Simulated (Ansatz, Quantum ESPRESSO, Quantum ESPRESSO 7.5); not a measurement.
# Evanescent states of MgO, rock salt type, lattice constant set to 4.029 Å

Aim: how fast states decay in the gap of MgO, rock salt type, lattice constant set to 4.029 Å.

Method: plane-wave DFT, LDA, GBRV ultrasoft pseudopotentials (cross-check by Ansatz 0.2.0 with PAW datasets), in Quantum ESPRESSO 7.5.

This is a report of a sequence of runs, with most program output left out.

## 1. The structure

Symmetry: Fm-3m, No. 225, cubic system. The conventional cell has a = 4.029 Å, b = 4.029 Å, c = 4.029 Å, α = 90.00°, β = 90.00°, γ = 90.00°. Nearest to Mg lie 6 O at 2.01 Å. O has 6 Mg at 2.01 Å nearest. Farther neighbours and most contacts between anions are not listed.

## 2. Self-consistent run

pwcond needs a cell whose third axis lies along the current and stands perpendicular to the other two.

The input, scf.in:

```
&control
  prefix = 'scf'
  outdir = './out'
  pseudo_dir = './pseudo'
  calculation = 'scf'
  tprnfor = .true.
/
&system
  ibrav = 0
  nat = 4
  ntyp = 2
  ecutwfc = 40
  ecutrho = 200
  occupations = 'fixed'
  nbnd = 20
/
&electrons
  conv_thr = 1e-09
  mixing_beta = 0.6
  electron_maxstep = 120
/
ATOMIC_SPECIES
  Mg  24.3050  mg_lda_v1.4.uspp.F.UPF
  O   15.9990  o_lda_v1.2.uspp.F.UPF
CELL_PARAMETERS angstrom
  2.84893322140060 0.00000000000000 0.00000000000000
  0.00000000000000 2.84893322140060 0.00000000000000
  0.00000000000000 0.00000000000000 4.02900000000000
ATOMIC_POSITIONS crystal
  Mg  0.000000000000 0.000000000000 0.000000000000
  O   0.500000000000 0.500000000000 0.000000000000
  Mg  0.500000000000 0.500000000000 0.500000000000
  O   0.000000000000 0.000000000000 0.500000000000
K_POINTS automatic
  8 8 6 0 0 0
```

The run is started by

```bash
$ OMP_NUM_THREADS=1 mpirun -n 2 pw.x -nk 2 -in scf.in > scf.out
```

It took 6.9 s on 2 MPI ranks of Intel Xeon at 2.60GHz (Ice Lake), shared host; peak memory 0.17 GiB; 13 s of CPU time.

This step gave:

```
free energy                          : -4288.9665 eV
valence top, on the run's zero       : 9.195 eV
conduction bottom, on the run's zero : 15.28 eV
gap by band count                    : 6.090 eV
```

The program's own clock; routines nest. Time by routine:

| routine | wall time (s) | calls |
| --- | --- | --- |
| PWSCF | 6.21 | 1 |
| electrons | 5.02 | 1 |
| c_bands | 4.08 | 9 |
| cegterg | 3.47 | 270 |
| h_psi | 2.72 | 961 |
| fftw | 2.43 | 31972 |
| vloc_psi | 2.3 | 961 |
| init_run | 0.95 | 1 |
| sum_band | 0.78 | 9 |
| hinit0 | 0.37 | 1 |
| calbec | 0.32 | 1351 |
| wfcinit | 0.3 | 1 |
| cdiaghg | 0.29 | 931 |
| potinit | 0.25 | 1 |

The run needed 9 iterations to bring the estimated error under 1e-09 Ry.

## 3. Complex bands with pwcond.x

ikind = 0 solves one period of the crystal for all kz, real and complex, at each energy and k across. ewind and epsproj trim the two-dimensional plane-wave basis; nz1 sets the subslabs.

The input, cbs.in:

```
&inputcond
  outdir = './out'
  prefixl = 'scf'
  band_file = 'cbs'
  ikind = 0
  ewind = 4.0
  epsproj = 1e-05
  nz1 = 7
  energy0 = 7.44
  denergy = -0.24
/
4
  0.00000000 0.00000000 1.00000000
  0.50000000 0.00000000 1.00000000
  0.50000000 0.50000000 1.00000000
  0.25000000 0.00000000 1.00000000
40
```

The run is started by

```bash
$ OMP_NUM_THREADS=1 mpirun -n 2 pwcond.x -in cbs.in > cbs.out
```

The job ended after 31 s (2 MPI ranks; peak memory 0.12 GiB).

This step gave:

| Quantity | Value |
| --- | --- |
| peak of the smallest κ at the zone centre | 0.396 Å⁻¹ |
| energy of the peak at the zone centre | 2.88 eV |

K across = (0, 0) in the cell's reciprocal vectors; values within 0.0025 1/Å of each other count once, columns are sorted by size at each energy, a dash where no further value was kept. The Im kz of the slowest decaying states by energy, zero at the highest filled level of the SCF mesh:

| energy (eV) | decay 1 (Å⁻¹) | decay 2 (Å⁻¹) | decay 3 (Å⁻¹) |
| --- | --- | --- | --- |
| -1.92 | 0.523 | 1.08 | 1.71 |
| -1.44 | 1.08 | 1.67 | 2.12 |
| -0.96 | 1.07 | 1.63 | 2.09 |
| -0.48 | 1.07 | 1.59 | 2.06 |
| -0.24 | 1.06 | 1.57 | 2.05 |
| 0.00 | 0.018 | 1.06 | 1.55 |
| 0.24 | 0.16 | 0.332 | 1.06 |
| 0.72 | 0.262 | 0.541 | 1.05 |
| 1.20 | 0.32 | 0.66 | 1.04 |
| 1.68 | 0.358 | 0.741 | 1.03 |
| 2.16 | 0.381 | 0.799 | 1.02 |
| 2.64 | 0.394 | 0.844 | 1.00 |
| 2.88 | 0.396 | 0.862 | 0.997 |
| 3.36 | 0.394 | 0.891 | 0.982 |
| 3.84 | 0.382 | 0.914 | 0.965 |
| 4.32 | 0.36 | 0.93 | 0.947 |
| 4.80 | 0.324 | 0.927 | 0.942 |
| 5.28 | 0.27 | 0.906 | 0.95 |
| 5.76 | 0.18 | 0.883 | 0.937 |
| 6.00 | 0.096 | 0.87 | 0.902 |
| 6.48 | 0.827 | 0.844 | 0.955 |
| 6.96 | 0.745 | 0.816 | 0.952 |
| 7.44 | 0.653 | 0.785 | 0.947 |

K across = (0, 0) in the cell's reciprocal vectors. Re kz of states that move upwards against energy, zero at the highest filled level of the SCF mesh:

| energy (eV) | channel 1 (Å⁻¹) | channel 2 (Å⁻¹) | channel 3 (Å⁻¹) |
| --- | --- | --- | --- |
| -1.92 | -0.561 | - | - |
| -1.68 | -0.511 | - | - |
| -1.44 | -0.462 | 0.305 | 0.305 |
| -1.20 | -0.411 | 0.542 | 0.542 |
| -0.96 | -0.359 | 0.716 | 0.716 |
| -0.72 | -0.688 | -0.688 | -0.303 |
| -0.48 | -0.535 | -0.535 | -0.241 |
| -0.24 | -0.363 | -0.363 | -0.166 |
| 0.00 | -0.0396 | -0.0396 | - |
| 0.24 | - | - | - |
| 0.72 | - | - | - |
| 0.96 | - | - | - |
| 1.20 | - | - | - |
| 1.44 | - | - | - |
| 1.68 | - | - | - |
| 1.92 | - | - | - |
| 2.16 | - | - | - |
| 2.40 | - | - | - |
| 2.64 | - | - | - |
| 2.88 | - | - | - |
| 3.12 | - | - | - |
| 3.36 | - | - | - |
| 3.60 | - | - | - |
| 3.84 | - | - | - |
| 4.08 | - | - | - |
| 4.32 | - | - | - |
| 4.56 | - | - | - |
| 4.80 | - | - | - |
| 5.28 | - | - | - |
| 5.52 | - | - | - |
| 5.76 | - | - | - |
| 6.00 | - | - | - |
| 6.24 | 0.128 | - | - |
| 6.48 | 0.210 | - | - |
| 6.72 | 0.272 | - | - |
| 6.96 | 0.326 | - | - |
| 7.20 | 0.376 | - | - |
| 7.44 | 0.423 | - | - |

K across = (1/2, 0) in the cell's reciprocal vectors; values within 0.0025 1/Å of each other count once, columns are sorted by size at each energy, a dash where no further value was kept. Im kz of the slowest decaying states against energy, zero at the highest filled level of the SCF mesh:

| energy (eV) | decay 1 (Å⁻¹) | decay 2 (Å⁻¹) | decay 3 (Å⁻¹) |
| --- | --- | --- | --- |
| -1.92 | 1.58 | 1.74 | 2.43 |
| -1.68 | 1.52 | 1.72 | 2.43 |
| -1.44 | 1.44 | 1.7 | 2.42 |
| -1.20 | 1.32 | 1.68 | 2.42 |
| -0.96 | 1.06 | 1.66 | 2.42 |
| -0.72 | 0.154 | 1.02 | - |
| -0.48 | 0.268 | 1.32 | 1.62 |
| -0.24 | 0.34 | 1.45 | - |
| 0.00 | 0.396 | 1.54 | 1.58 |
| 0.24 | 0.441 | 1.56 | 1.61 |
| 0.72 | 0.51 | 1.53 | 1.73 |
| 0.96 | 0.537 | 1.51 | 1.78 |
| 1.20 | 0.561 | 1.49 | 1.83 |
| 1.44 | 0.581 | 1.47 | 1.89 |
| 1.68 | 0.599 | 1.46 | 1.95 |
| 1.92 | 0.614 | 1.44 | 2.02 |
| 2.16 | 0.626 | 1.42 | 2.18 |
| 2.40 | 0.636 | 1.41 | 2.18 |
| 2.64 | 0.644 | 1.39 | 2.18 |
| 2.88 | 0.651 | 1.38 | 2.17 |
| 3.12 | 0.655 | 1.36 | 2.17 |
| 3.36 | 0.658 | 1.34 | 2.17 |
| 3.60 | 0.659 | 1.33 | 2.16 |
| 3.84 | 0.658 | 1.31 | 2.16 |
| 4.08 | 0.655 | 1.3 | 2.15 |
| 4.32 | 0.651 | 1.29 | 2.15 |
| 4.56 | 0.646 | 1.27 | 2.14 |
| 4.80 | 0.638 | 1.26 | 2.01 |
| 5.28 | 0.619 | 1.23 | 1.90 |
| 5.52 | 0.606 | 1.22 | 1.85 |
| 5.76 | 0.592 | 1.20 | 1.82 |
| 6.00 | 0.575 | 1.19 | 1.78 |
| 6.24 | 0.557 | 1.18 | 1.75 |
| 6.48 | 0.536 | 1.16 | 1.73 |
| 6.72 | 0.513 | 1.15 | 1.70 |
| 6.96 | 0.486 | 1.13 | 1.67 |
| 7.20 | 0.456 | 1.12 | 1.65 |
| 7.44 | 0.422 | 1.11 | 1.62 |

K across = (1/2, 1/2) in the cell's reciprocal vectors; values within 0.0025 1/Å of each other count once, columns are sorted by size at each energy, a dash where no further value was kept. Table of Im kz of the slowest decaying states by energy, zero at the highest filled level of the SCF mesh:

| energy (eV) | decay 1 (Å⁻¹) | decay 2 (Å⁻¹) | decay 3 (Å⁻¹) |
| --- | --- | --- | --- |
| -1.92 | 2.64 | 2.72 | 3.07 |
| -1.68 | 2.63 | 2.71 | 3.06 |
| -1.20 | 0.257 | 0.366 | 2.62 |
| -0.96 | 0.323 | 0.446 | 2.61 |
| -0.72 | 0.373 | 0.503 | 2.6 |
| -0.24 | 0.445 | 0.582 | 2.58 |
| 0.00 | 0.472 | 0.61 | 2.58 |
| 0.24 | 0.495 | 0.634 | 2.57 |
| 0.72 | 0.531 | 0.671 | 2.55 |
| 0.96 | 0.545 | 0.685 | 2.54 |
| 1.20 | 0.557 | 0.697 | 2.53 |
| 1.68 | 0.575 | 0.717 | 2.52 |
| 1.92 | 0.581 | 0.724 | 2.51 |
| 2.16 | 0.586 | 0.73 | 2.50 |
| 2.64 | 0.592 | 0.739 | 2.47 |
| 2.88 | 0.593 | 0.741 | 2.46 |
| 3.36 | 0.592 | 0.744 | 2.43 |
| 3.60 | 0.59 | 0.744 | 2.42 |
| 3.84 | 0.587 | 0.743 | 2.41 |
| 4.32 | 0.577 | 0.739 | 2.38 |
| 4.56 | 0.571 | 0.736 | 2.37 |
| 4.80 | 0.564 | 0.732 | 2.35 |
| 5.28 | 0.546 | 0.721 | 2.33 |
| 5.52 | 0.536 | 0.715 | 2.31 |
| 5.76 | 0.524 | 0.708 | 2.3 |
| 6.24 | 0.496 | 0.691 | 2.27 |
| 6.48 | 0.48 | 0.682 | 2.26 |
| 6.72 | 0.463 | 0.671 | 2.25 |
| 7.20 | 0.422 | 0.648 | 2.22 |
| 7.44 | 0.398 | 0.635 | 2.21 |

K across = (1/4, 0) in the cell's reciprocal vectors; values within 0.0025 1/Å of each other count once, columns are sorted by size at each energy, a dash where no further value was kept. Table of Im kz of the slowest decaying states by energy, zero at the highest filled level of the SCF mesh:

| energy (eV) | decay 1 (Å⁻¹) | decay 2 (Å⁻¹) | decay 3 (Å⁻¹) |
| --- | --- | --- | --- |
| -1.92 | 0.106 | 0.739 | 1.40 |
| -1.68 | 0.174 | 0.57 | 1.38 |
| -1.20 | 0.215 | 1.34 | 2.06 |
| -0.96 | 0.199 | 1.33 | 2.04 |
| -0.72 | 0.128 | 1.31 | 2.02 |
| -0.24 | 0.067 | 0.223 | 1.28 |
| 0.00 | 0.319 | 0.409 | 1.27 |
| 0.24 | 0.385 | 0.553 | 1.26 |
| 0.72 | 0.476 | 0.726 | 1.23 |
| 0.96 | 0.51 | 0.786 | 1.22 |
| 1.20 | 0.539 | 0.835 | 1.21 |
| 1.68 | 0.585 | 0.912 | 1.18 |
| 1.92 | 0.603 | 0.943 | 1.17 |
| 2.16 | 0.618 | 0.97 | 1.16 |
| 2.64 | 0.643 | 1.01 | 1.14 |
| 2.88 | 0.652 | 1.03 | 1.13 |
| 3.36 | 0.664 | 1.06 | 1.10 |
| 3.60 | 0.668 | 1.08 | 1.09 |
| 3.84 | 0.67 | 1.08 | 1.09 |
| 4.32 | 0.67 | 1.06 | 1.11 |
| 4.56 | 0.668 | 1.04 | 1.12 |
| 4.80 | 0.664 | 1.03 | 1.12 |
| 5.28 | 0.651 | 1.01 | 1.14 |
| 5.52 | 0.642 | 0.994 | 1.14 |
| 5.76 | 0.631 | 0.981 | 1.15 |
| 6.24 | 0.602 | 0.953 | 1.15 |
| 6.48 | 0.584 | 0.938 | 1.16 |
| 6.72 | 0.563 | 0.923 | 1.16 |
| 7.20 | 0.507 | 0.891 | 1.16 |
| 7.44 | 0.469 | 0.875 | 1.16 |

The program's own clock; routines nest. Time by routine:

| routine | wall time (s) | calls |
| --- | --- | --- |
| PWCOND | 29.93 | 1 |
| scatter_forw | 17.06 | 160 |
| compbs | 12.06 | 160 |
| compbs_2 | 11.18 | 160 |
| init | 0.61 | 1 |
| local | 0.18 | 4 |
| poten | 0.14 | 1 |

## 4. Complex bands with pwcond.x, with epsproj = 0.001

How much does a setting matter? One run is repeated with a change.

cbs.w.in is the input of step 3 with these lines changed:

```diff
@@ -3,6 +3,6 @@
   prefixl = 'scf'
-  band_file = 'cbs'
+  band_file = 'cbs.w'
   ikind = 0
   ewind = 4.0
-  epsproj = 1e-05
+  epsproj = 0.001
   nz1 = 7
```

The run is started by

```bash
$ OMP_NUM_THREADS=1 mpirun -n 2 pwcond.x -in cbs.w.in > cbs.w.out
```

Elapsed: 17 s, on 2 MPI ranks; peak memory 0.12 GiB; 34 s of CPU time.

The changed values were drawn from a wide range, not chosen for quality; the comparison shows what they did here together.

Beside the run it was changed from:

| quantity | this run | unchanged run | difference |
| --- | --- | --- | --- |
| peak of the smallest κ at the zone centre (Å⁻¹) | 0.396 | 0.396 | 0 |
| wall time (s) | 17 | 31 |  |

The physical values in this table stay within 0.05 %.

## 5. Complex band structure, with ewind, epsproj = [0.1, 0.1]

Another try, with an input changed as a hurried user might.

cbs.bad.in is the input of step 3 with these lines changed:

```diff
@@ -3,6 +3,6 @@
   prefixl = 'scf'
-  band_file = 'cbs'
+  band_file = 'cbs.bad'
   ikind = 0
-  ewind = 4.0
-  epsproj = 1e-05
+  ewind = 0.1
+  epsproj = 0.1
   nz1 = 7
```

The run is started by

```bash
$ OMP_NUM_THREADS=1 mpirun -n 2 pwcond.x -in cbs.bad.in > cbs.bad.out
```

Elapsed: 9.3 s, on 2 MPI ranks; peak memory 0.12 GiB; 18 s of CPU time.

The run finished, but its numbers are not taken as the system's. The fault: a window of plane waves far too small, with a loose projection threshold.

## 6. The same in Ansatz

As a check, the same structure is run in Ansatz.

Level of this step: plane-wave DFT, LDA, Ansatz PAW (Ansatz 0.2.0).

The input, input.yaml:

```yaml
crystal:
  lattice:
    - [2.8489332214, 0.0, 0.0]
    - [0.0, 2.8489332214, 0.0]
    - [0.0, 0.0, 4.029]
  atoms:
    - { symbol: Mg, position: [0.0, 0.0, 0.0] }
    - { symbol: O, position: [0.5, 0.5, 0.0] }
    - { symbol: Mg, position: [0.5, 0.5, 0.5] }
    - { symbol: O, position: [0.0, 0.0, 0.5] }
kpoints:
  mp_grid: { grid: [8, 8, 6] }
hamiltonian:
  xc: lda
scf:
  occupations: { method: fixed }
  convergence: { dr2_threshold: 1.0e-09 }
output:
  transmission:
    leads: [[0, 0]]
    kpoints: [[0, 0], [0.5, 0], [0.5, 0.5], [0.25, 0]]
    e_range: [-1.92, 7.44]
    de: 0.24
```

The run is started by

```bash
$ ansatz run input.yaml --threads 2 --pin off --max-ram 4096MiB --backend cpu --events-out ev --progress --plain --runs-dir out
```

It took 5.3 s on 2 threads; peak memory 0.35 GiB; 6.9 s of CPU time.

Read from the output:

```
free energy                                      : -4919.9426 eV
gap by band count                                : 6.067 eV
symmetry operations                              : 32
slowest decay at the grid energy nearest mid-gap : 0.395 Å⁻¹
peak of the smallest κ at the zone centre        : 0.3950 Å⁻¹
energy of the peak at the zone centre            : 3.12 eV
valence top, on the run's zero                   : 9.539 eV
```

K across = (0, 0) in the cell's reciprocal vectors; values within 0.0025 1/Å of each other count once, columns are sorted by size at each energy, a dash where no further value was kept. The Im kz of the slowest decaying states by energy, zero at the highest filled level of the SCF mesh:

| energy (eV) | decay 1 (Å⁻¹) | decay 2 (Å⁻¹) | decay 3 (Å⁻¹) |
| --- | --- | --- | --- |
| -1.92 | 0.524 | 1.08 | - |
| -1.68 | 0.310 | 1.08 | - |
| -1.20 | 1.07 | - | - |
| -0.96 | 1.07 | - | - |
| -0.72 | 1.07 | - | - |
| -0.24 | 1.06 | - | - |
| 0.00 | 0.00682 | 0.0115 | 1.06 |
| 0.24 | 0.159 | 0.335 | 1.06 |
| 0.72 | 0.261 | 0.543 | 1.05 |
| 0.96 | 0.294 | 0.609 | 1.05 |
| 1.20 | 0.319 | 0.662 | 1.04 |
| 1.68 | 0.357 | 0.742 | 1.03 |
| 1.92 | 0.370 | 0.774 | 1.02 |
| 2.16 | 0.380 | 0.801 | 1.02 |
| 2.64 | 0.393 | 0.845 | 1.00 |
| 2.88 | 0.395 | 0.863 | 0.997 |
| 3.36 | 0.393 | 0.893 | 0.982 |
| 3.60 | 0.388 | 0.905 | 0.974 |
| 3.84 | 0.381 | 0.915 | 0.965 |
| 4.32 | 0.358 | 0.932 | 0.947 |
| 4.56 | 0.342 | 0.937 | 1.10 |
| 4.80 | 0.322 | 0.927 | 0.944 |
| 5.28 | 0.266 | 0.906 | 0.952 |
| 5.52 | 0.227 | 0.894 | 0.954 |
| 5.76 | 0.174 | 0.883 | 0.938 |
| 6.24 | 0.857 | 0.866 | 0.957 |
| 6.48 | 0.828 | 0.844 | 0.957 |
| 6.72 | 0.788 | 0.830 | 0.956 |
| 7.20 | 0.702 | 0.801 | 0.951 |
| 7.44 | 0.654 | 0.785 | 0.948 |

K across = (0, 0) in the cell's reciprocal vectors. The Re kz of states that move upwards by energy, zero at the highest filled level of the SCF mesh:

| energy (eV) | channel 1 (Å⁻¹) | channel 2 (Å⁻¹) | channel 3 (Å⁻¹) |
| --- | --- | --- | --- |
| -1.92 | -0.561 | - | - |
| -1.44 | -0.462 | 0.303 | 0.303 |
| -0.96 | -0.359 | 0.716 | 0.716 |
| -0.48 | -0.534 | -0.534 | -0.242 |
| -0.24 | -0.361 | -0.361 | -0.167 |
| 0.00 | - | - | - |
| 0.24 | - | - | - |
| 0.72 | - | - | - |
| 1.20 | - | - | - |
| 1.68 | - | - | - |
| 2.16 | - | - | - |
| 2.64 | - | - | - |
| 2.88 | - | - | - |
| 3.36 | - | - | - |
| 3.84 | - | - | - |
| 4.32 | - | - | - |
| 4.80 | - | - | - |
| 5.28 | - | - | - |
| 5.76 | - | - | - |
| 6.00 | - | - | - |
| 6.48 | 0.216 | - | - |
| 6.96 | 0.331 | - | - |
| 7.44 | 0.427 | - | - |

K across = (1/2, 0) in the cell's reciprocal vectors; values within 0.0025 1/Å of each other count once, columns are sorted by size at each energy, a dash where no further value was kept. Table of Im kz of the slowest decaying states by energy, zero at the highest filled level of the SCF mesh:

| energy (eV) | decay 1 (Å⁻¹) | decay 2 (Å⁻¹) |
| --- | --- | --- |
| -1.92 | - | - |
| -1.68 | - | - |
| -1.20 | 1.33 | - |
| -0.96 | 1.08 | - |
| -0.72 | 0.152 | 1.02 |
| -0.24 | 0.340 | 1.46 |
| 0.00 | 0.395 | - |
| 0.24 | 0.440 | - |
| 0.72 | 0.510 | - |
| 0.96 | 0.537 | - |
| 1.20 | 0.561 | 1.49 |
| 1.68 | 0.599 | 1.46 |
| 1.92 | 0.614 | 1.44 |
| 2.16 | 0.626 | 1.42 |
| 2.64 | 0.644 | 1.39 |
| 2.88 | 0.651 | 1.38 |
| 3.36 | 0.658 | 1.34 |
| 3.60 | 0.659 | 1.33 |
| 3.84 | 0.658 | 1.31 |
| 4.32 | 0.651 | 1.29 |
| 4.56 | 0.646 | 1.27 |
| 4.80 | 0.638 | 1.26 |
| 5.28 | 0.619 | 1.23 |
| 5.52 | 0.606 | 1.22 |
| 5.76 | 0.592 | 1.20 |
| 6.24 | 0.557 | 1.17 |
| 6.48 | 0.536 | 1.16 |
| 6.72 | 0.512 | 1.15 |
| 7.20 | 0.455 | 1.12 |
| 7.44 | 0.421 | 1.11 |

K across = (1/2, 1/2) in the cell's reciprocal vectors; values within 0.0025 1/Å of each other count once, columns are sorted by size at each energy, a dash where no further value was kept. Table of Im kz of the slowest decaying states by energy, zero at the highest filled level of the SCF mesh:

| energy (eV) | decay 1 (Å⁻¹) | decay 2 (Å⁻¹) |
| --- | --- | --- |
| -1.92 | - | - |
| -1.44 | 0.150 | 0.222 |
| -0.96 | 0.323 | 0.445 |
| -0.48 | 0.412 | 0.546 |
| -0.24 | 0.445 | 0.581 |
| 0.00 | 0.472 | 0.610 |
| 0.24 | 0.495 | 0.633 |
| 0.72 | 0.531 | 0.670 |
| 1.20 | 0.557 | 0.697 |
| 1.68 | 0.575 | 0.717 |
| 2.16 | 0.587 | 0.730 |
| 2.64 | 0.593 | 0.739 |
| 2.88 | 0.594 | 0.741 |
| 3.36 | 0.593 | 0.744 |
| 3.84 | 0.588 | 0.743 |
| 4.32 | 0.578 | 0.739 |
| 4.80 | 0.565 | 0.731 |
| 5.28 | 0.547 | 0.721 |
| 5.76 | 0.525 | 0.708 |
| 6.00 | 0.512 | 0.700 |
| 6.48 | 0.481 | 0.681 |
| 6.96 | 0.444 | 0.660 |
| 7.44 | 0.399 | 0.634 |

K across = (1/4, 0) in the cell's reciprocal vectors; values within 0.0025 1/Å of each other count once, columns are sorted by size at each energy, a dash where no further value was kept. Table of Im kz of the slowest decaying states by energy, zero at the highest filled level of the SCF mesh:

| energy (eV) | decay 1 (Å⁻¹) | decay 2 (Å⁻¹) | decay 3 (Å⁻¹) |
| --- | --- | --- | --- |
| -1.92 | 0.107 | 0.741 | 1.40 |
| -1.44 | 0.206 | 0.303 | 1.36 |
| -0.96 | 0.200 | 1.33 | - |
| -0.48 | 1.30 | - | - |
| -0.24 | 0.0754 | 0.222 | 1.28 |
| 0.00 | 0.319 | 0.411 | 1.27 |
| 0.24 | 0.385 | 0.554 | 1.26 |
| 0.72 | 0.476 | 0.727 | 1.23 |
| 1.20 | 0.539 | 0.837 | 1.21 |
| 1.68 | 0.585 | 0.914 | 1.18 |
| 2.16 | 0.619 | 0.972 | 1.16 |
| 2.64 | 0.643 | 1.02 | 1.14 |
| 2.88 | 0.652 | 1.03 | 1.13 |
| 3.36 | 0.665 | 1.07 | 1.10 |
| 3.84 | 0.670 | 1.08 | 1.09 |
| 4.32 | 0.670 | 1.06 | 1.11 |
| 4.80 | 0.663 | 1.03 | 1.13 |
| 5.28 | 0.650 | 1.01 | 1.14 |
| 5.76 | 0.630 | 0.981 | 1.15 |
| 6.00 | 0.617 | 0.967 | 1.15 |
| 6.48 | 0.583 | 0.938 | 1.16 |
| 6.96 | 0.536 | 0.907 | 1.16 |
| 7.44 | 0.466 | 0.874 | 1.16 |

## 7. A check by hand

T falls as exp(−2κd). With κ = 0.396 1/Å, 10 Å of barrier pass exp(−2 × 0.396 × 10) = 3.6e-4 of that channel, interfaces aside.

## 8. Summary of results

```
gap on the SCF mesh                                                  : 6.09 eV
smallest κ at mid-gap among the four k points, at the zone centre    : 0.396 Å⁻¹
peak of the smallest κ in the stop band at the zone centre           : 0.396 Å⁻¹
energy of the peak at the zone centre, over the highest filled level : 2.88 eV
peak at the zone centre by Ansatz                                    : 0.395 Å⁻¹
```

**Reading.** With a gap of 6.09 eV on the mesh, the smallest κ at mid-gap among the four k points, at the zone centre is 0.396 Å⁻¹ (LDA, GBRV ultrasoft). For a barrier with the Fermi level at mid-gap the slowest state found, at the zone centre, loses a factor of ten in probability every 2.9 Å or so. Stop bands away from the zone centre are mostly wider than the gap, so their peaks can lie above the conduction bottom. At the zone centre pwcond's peak is 0.396 and Ansatz's 0.395 1/Å, 0 % apart. The cell is the a/√2 one, turned by 45°, with two primitive cells, so X along [001] folds onto kz = 0. A semilocal gap is too small, often by a third to a half and by more in narrow-gap crystals, so real barriers decay faster.

[Logs are printed without paths, hosts, clocks, repeated set-up lines and the standing remarks that a program may print on its own settings, such as how far it seeks lower states.]

[Hosts, paths, dates, database ids (printed as entryN), source tags and the programs' standing remarks are cut or masked in the printed files.]

[Maps of the electrostatic potential energy from Ansatz leave out the sawtooth potential of an applied field or a dipole correction, so their vacuum need not be flat; planar profiles and work functions include it.]
